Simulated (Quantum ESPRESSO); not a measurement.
# Pb (Lead): phonons by linear response, part 3 of 3

How does Pb (Lead) vibrate, and is this structure a minimum?

Quantum ESPRESSO 7.5; DFT PBE, scalar-relativistic, plane waves, PseudoDojo norm-conserving pseudopotentials.

So far, highest frequency (cm⁻¹): step 7 (interpolated phonon bands) 61.4. The relaxed cell has a = 5.049 Å (conventional setting).

**8. Density of states**

Sums over the zone need many more wavevectors than were solved, so the interpolation is sampled on a dense mesh.

matdyn.in reads:

```
&INPUT
  asr    = 'crystal'
  flfrc  = 'x.fc'
  dos    = .true.
  fldos  = 'x.dos'
  nk1    = 15
  nk2    = 15
  nk3    = 15
  deltaE = 0.3
/
```

Launch:

```console
matdyn.x -in matdyn.in > matdyn.out
```

Numbers of over 12 decimals in the logs are rounded to 6 here.

Log:

```text
[banner, memory and clock lines left out]
Program MATDYN v.7.5

 mass for atomic type   1 not given; uses mass from file x.fc
 Norm of the difference between old and new effective charges:    0.000000

 Norm of the difference between old and new force-constants:   4.62891e-06

     Message from routine matdyn:
     Z* not found in file x.fc, TO-LO splitting at q=0 will be absent!

Note: The following floating-point exceptions are signalling: IEEE_UNDERFLOW_FLAG
```

Elapsed: 0.98 s, on 1 thread of Arm Neoverse V1, shared host.

Read from the output:

| Item | Value |
| --- | --- |
| share of modes beyond 3i cm⁻¹ on the dense interpolated mesh | 0 |
| zero-point energy per atom | 8.14 meV |
| heat capacity at 300 K | 24.85 J/(mol atoms K) |
| vibrational entropy at 300 K | 64.84 J/(mol atoms K) |

Tetrahedra. Table of phonon density of states by wavenumber; read off at these points:

```
wavenumber (cm⁻¹)  phonon density of states (1/cm⁻¹/cell)
              0.0                                       0
              2.0                                  4.7e-5
              4.0                                  1.8e-4
              6.0                                  4.1e-4
              8.0                                 0.00148
             10.0                                 0.00237
             12.0                                 0.00334
             14.0                                 0.00508
             16.0                                 0.00752
             18.0                                 0.00855
             20.0                                  0.0114
             22.0                                  0.0142
             24.0                                  0.0171
             26.0                                  0.0225
             28.0                                  0.0272
             30.0                                  0.0364
             32.0                                  0.0461
             34.0                                  0.0711
             36.0                                  0.0924
             38.0                                   0.179
             38.4                                   0.208
             40.0                                   0.122
             42.0                                  0.0867
             44.0                                  0.0714
             46.0                                  0.0736
             48.0                                  0.0764
             48.6                                  0.0890
             50.0                                  0.0634
             52.0                                  0.0405
             54.0                                  0.0548
             56.0                                   0.159
             56.7                                   0.186
             58.0                                   0.162
             60.0                                  0.0403
```

Harmonic thermodynamic functions per atom, summed over the density of states scaled to three modes an atom; melting is ignored. Thermodynamic functions:

```
T (K)  F_vib (meV/atom)  S (J/mol-atom/K)  C_V (J/mol-atom/K)
    0              8.14                 0                   0
   50               3.4             21.76               21.78
  100            -12.45             37.82               24.09
  200            -61.41             54.79               24.73
  300            -123.8             64.84               24.85
  400            -194.8                72               24.89
  500            -272.4             77.55               24.91
  600            -355.2             82.09               24.92
  700            -442.4             85.94               24.93
  800            -533.2             89.26               24.93
  900            -627.3              92.2               24.93
 1000            -724.2             94.83               24.93
```

At 300 K the heat capacity has reached 100 % of the Dulong-Petit value.

**9. Check by a frozen phonon**

The atoms are moved along one mode, by 0.015 Å at most in any Cartesian component, and the restoring forces give its frequency without the response code: a check of the response kernel of this functional.

frozen.in reads:

```
&CONTROL
  calculation = 'scf'
  prefix      = 'x'
  outdir      = './tmp'
  pseudo_dir  = './pseudo'
  tprnfor     = .true.
/
&SYSTEM
  ibrav       = 0
  nat         = 2
  ntyp        = 1
  ecutwfc     = 68.0
  occupations = 'smearing'
  smearing    = 'mv'
  degauss     = 0.02
/
&ELECTRONS
  conv_thr         = 1.0d-11
  mixing_beta      = 0.7
  electron_maxstep = 100
/
ATOMIC_SPECIES
 Pb    207.2000  Pb.upf
CELL_PARAMETERS angstrom
    -5.049131606    0.000000000    5.049131606
     0.000000000    2.524565803    2.524565803
    -2.524565803    2.524565803    0.000000000
ATOMIC_POSITIONS crystal
 Pb    -0.002572795   0.001715197   0.001715197
 Pb     0.502572795  -0.001715197  -0.001715197
K_POINTS automatic
 6 12 12 0 0 0
```

Launch:

```console
OMP_NUM_THREADS=1 mpirun -n 4 pw.x -nk 4 -in frozen.in > frozen.out
```

Log:

```text
[banners, grids, parts of the stress and lines that vanish by symmetry left out]
[banner, memory and clock lines left out]
Program PWSCF v.7.5

     Message from routine setup:
     using ibrav=0 with symmetry is DISCOURAGED, use correct ibrav instead

     G-vector sticks info

     bravais-lattice index     =            0
     lattice parameter (alat)  =      13.4937  a.u.
     unit-cell volume          =     434.3268 (a.u.)^3
     number of atoms/cell      =            2
     number of atomic types    =            1
     number of electrons       =        28.00
     number of Kohn-Sham states=           18
     kinetic-energy cutoff     =      68.0000  Ry
     charge density cutoff     =     272.0000  Ry
     scf convergence threshold =      1.0E-11
     mixing beta               =       0.7000
     number of iterations used =            8  plain     mixing
     Exchange-correlation= PBE
                           (   1   4   3   4   0   0   0)

     celldm(1)=  13.493685  celldm(2)=   0.000000  celldm(3)=   0.000000
     celldm(4)=   0.000000  celldm(5)=   0.000000  celldm(6)=   0.000000

     crystal axes: (cart. coord. in units of alat)
               a(1) = (  -0.707107   0.000000   0.707107 )
               a(2) = (   0.000000   0.353553   0.353553 )
               a(3) = (  -0.353553   0.353553   0.000000 )

     reciprocal axes: (cart. coord. in units 2 pi/alat)
               b(1) = ( -0.707107 -0.707107  0.707107 )
               b(2) = (  1.414214  1.414214  1.414214 )
               b(3) = ( -1.414214  1.414214 -1.414214 )

     PseudoPot. # 1 for Pb read from file:
     ./pseudo/Pb.upf
     Pseudo is Norm-conserving + core correction, Zval = 14.0
     Using radial grid of 1678 points,  6 beta functions with:
                l(1) =   0
                l(2) =   0
                l(3) =   1
                l(4) =   1
                l(5) =   2
                l(6) =   2

     atomic species   valence    mass     pseudopotential
     Pb               14.00   207.20000     Pb( 1.00)

     12 Sym. Ops., with inversion, found ( 6 have fractional translation)

   Cartesian axes

     site n.     atom                  positions (alat units)
         1        Pb     tau(   1) = (   0.0012128   0.0012128  -0.0012128  )
         2        Pb     tau(   2) = (  -0.3547662  -0.0012128   0.3547662  )

     number of k points=    98  Marzari-Vanderbilt smearing, width (Ry)=  0.0200
                       cart. coord. in units 2pi/alat
        k(    1) = (   0.0000000   0.0000000   0.0000000), wk =   0.0023148
        k(    2) = (  -0.1178511   0.1178511  -0.1178511), wk =   0.0138889
        k(    3) = (  -0.2357023   0.2357023  -0.2357023), wk =   0.0138889
        [... further k-points left out ...]

     Dense  grid:    32979 G-vectors     FFT dimensions: (  72,  36,  36)

     Initial potential from superposition of free atoms

     starting charge      27.9957, renormalised to      28.0000
     Starting wfcs are   18 randomized atomic wfcs

     per-process dynamical memory:    53.6 Mb

     Self-consistent Calculation

     iteration #  1     ecut=    68.00 Ry     beta= 0.70
     Davidson diagonalization with overlap
     ethr =  1.00E-02,  avg # of iterations =  2.2

     Threshold (ethr) on eigenvalues was too large:
     Diagonalizing with lowered threshold

     Davidson diagonalization with overlap
     ethr =  1.33E-05,  avg # of iterations =  5.4

     total energy              =    -281.52945581 Ry
     estimated scf accuracy    <       0.00434266 Ry

     iteration #  2     ecut=    68.00 Ry     beta= 0.70
     Davidson diagonalization with overlap
     ethr =  1.55E-05,  avg # of iterations =  2.0

     total energy              =    -281.53046654 Ry
     estimated scf accuracy    <       0.00030369 Ry

     iteration #  3     ecut=    68.00 Ry     beta= 0.70
     Davidson diagonalization with overlap
     ethr =  1.08E-06,  avg # of iterations =  2.1

     total energy              =    -281.53050499 Ry
     estimated scf accuracy    <       0.00003275 Ry

     iteration #  4     ecut=    68.00 Ry     beta= 0.70
     Davidson diagonalization with overlap
     ethr =  1.17E-07,  avg # of iterations =  2.1

     total energy              =    -281.53050975 Ry
     estimated scf accuracy    <       0.00004782 Ry

     iteration #  5     ecut=    68.00 Ry     beta= 0.70
     Davidson diagonalization with overlap
     ethr =  1.17E-07,  avg # of iterations =  2.0

     total energy              =    -281.53051788 Ry
     estimated scf accuracy    <       0.00000022 Ry

     iteration #  6     ecut=    68.00 Ry     beta= 0.70
     Davidson diagonalization with overlap
     ethr =  7.77E-10,  avg # of iterations =  3.3

     total energy              =    -281.53051805 Ry
     estimated scf accuracy    <       0.00000008 Ry

     iteration #  7     ecut=    68.00 Ry     beta= 0.70
     Davidson diagonalization with overlap
     ethr =  2.91E-10,  avg # of iterations =  1.2

     total energy              =    -281.53051805 Ry
     estimated scf accuracy    <          8.1E-09 Ry

     iteration #  8     ecut=    68.00 Ry     beta= 0.70
     Davidson diagonalization with overlap
     ethr =  2.90E-11,  avg # of iterations =  2.2

     total energy              =    -281.53051805 Ry
     estimated scf accuracy    <          3.5E-10 Ry

     iteration #  9     ecut=    68.00 Ry     beta= 0.70
     Davidson diagonalization with overlap
     ethr =  1.24E-12,  avg # of iterations =  2.2

     total energy              =    -281.53051805 Ry
     estimated scf accuracy    <          7.9E-11 Ry

     iteration # 10     ecut=    68.00 Ry     beta= 0.70
     Davidson diagonalization with overlap
     ethr =  2.84E-13,  avg # of iterations =  2.0

     End of self-consistent calculation

          k = 0.0000 0.0000 0.0000 (  4145 PWs)   bands (ev):

    -6.5304  -6.5137  -6.5137  -6.5132  -6.5042  -6.5042  -6.3977  -6.3977
    -6.2842  -6.2842  -0.8391   2.4498   6.6123  15.8017  15.8017  17.4898
    17.4898  17.4906

          k =-0.1179 0.1179-0.1179 (  4116 PWs)   bands (ev):

    -6.5249  -6.5134  -6.5054  -6.5051  -6.5027  -6.4895  -6.3981  -6.3980
    -6.3019  -6.2834  -0.7137   2.4747   6.8315  14.7835  15.4315  16.0409
    17.3331  17.3339

     [... levels at further k-points left out ...]

     the Fermi energy is    10.5940 ev

!    total energy              =    -281.53051805 Ry
     estimated scf accuracy    <          1.9E-13 Ry
     smearing contrib. (-TS)   =      -0.00141809 Ry
     internal energy E=F+TS    =    -281.52909996 Ry

     The total energy is F=E-TS. E is the sum of the following terms:
     one-electron contribution =     -65.69586659 Ry
     hartree contribution      =      52.43906081 Ry
     xc contribution           =     -79.92534129 Ry
     ewald contribution        =    -188.34695290 Ry

     convergence has been achieved in  10 iterations

     Forces acting on atoms (cartesian axes, Ry/au):

     atom    1 type  1   force =    -0.00097403   -0.00097403    0.00097403
     atom    2 type  1   force =     0.00097403    0.00097403   -0.00097403

     Total force =     0.002386     Total SCF correction =     0.000003

     XML data file, charge density, pseudopotentials, collected wavefunctions
```

Run time: 35 s. Hardware: 4 MPI ranks; 2.4 min of CPU time.

This step gave:

| Property | Result |
| --- | --- |
| frequency from the forces | 61.6 cm⁻¹ |
| frequency from linear response | 61.44 cm⁻¹ |

The forces give 61.6 cm⁻¹ against 61.4 cm⁻¹ from linear response.

**10. The dispersion under another sum rule (asr no)**

The sum rule corrects the force constants themselves, so it can shift branches at any wavevector, low ones most.

matdyn.in reads:

```
&INPUT
  asr              = 'no'
  flfrc            = 'x.fc'
  flfrq            = 'x.freq'
  flvec            = 'x.modes'
  q_in_band_form   = .true.
  q_in_cryst_coord = .true.
/
8
  0.0000000   0.0000000   0.0000000   8  ! GAMMA
  0.0000000   0.5000000   0.5000000   8  ! X
 -0.0000000   0.6250000   0.3750000   1  ! U
 -0.3750000   0.3750000  -0.0000000   8  ! K
  0.0000000   0.0000000   0.0000000   8  ! GAMMA
 -0.0000000   0.5000000  -0.0000000   8  ! L
 -0.2500000   0.5000000   0.2500000   8  ! W
  0.0000000   0.5000000   0.5000000   1  ! X
```

Launch:

```console
matdyn.x -in matdyn.in > matdyn.out
```

Log:

```text
[banner, memory and clock lines left out]
Program MATDYN v.7.5

 mass for atomic type   1 not given; uses mass from file x.fc
     Message from routine matdyn:
     Z* not found in file x.fc, TO-LO splitting at q=0 will be absent!
     Message from routine matdyn:
     Z* not found in file x.fc, TO-LO splitting at q=0 will be absent!

Note: The following floating-point exceptions are signalling: IEEE_UNDERFLOW_FLAG
```

It took 0.47 s on 1 thread.

Read from the output:

| Property | Result |
| --- | --- |
| lowest frequency on the path | -1.168 cm⁻¹ |

At the labelled points the branches move by no more than 1.3 cm⁻¹.

**11. Summary of results**

```yaml
space_group_after_relaxation: Fm-3m
volume_per_atom: 32.2 Å³
q_mesh: 4×4×4
lowest_mode_on_the_q_mesh_acoustic_ones_at_the_zone_centre_apart: 23.4 cm⁻¹
zero_point_energy_per_atom: 8.14 meV
heat_capacity_at_300_k: 24.8 J/(mol atoms K)
vibrational_entropy_at_300_k: 64.8 J/(mol atoms K)
imaginary_modes_on_the_q_mesh: none
```

Pb (Lead) is dynamically stable on the 4×4×4 mesh; its spectrum reaches 61 cm⁻¹. These are harmonic frequencies at zero temperature: anharmonic shifts and linewidths and thermal expansion are left out. Spin-orbit coupling is left out, which can matter for the heavy elements here. In a metal the frequencies hang on the k mesh and the smearing, most of all near Kohn anomalies.

[Host names and launcher messages were left out of these logs when they were recorded.]

[Logs are printed without paths, hosts, clocks, repeated set-up lines and the standing remarks that a program may print on its own settings, such as how far it seeks lower states.]

[Hosts, paths, dates, database ids (printed as entryN), source tags and the programs' standing remarks are cut or masked in the printed files.]
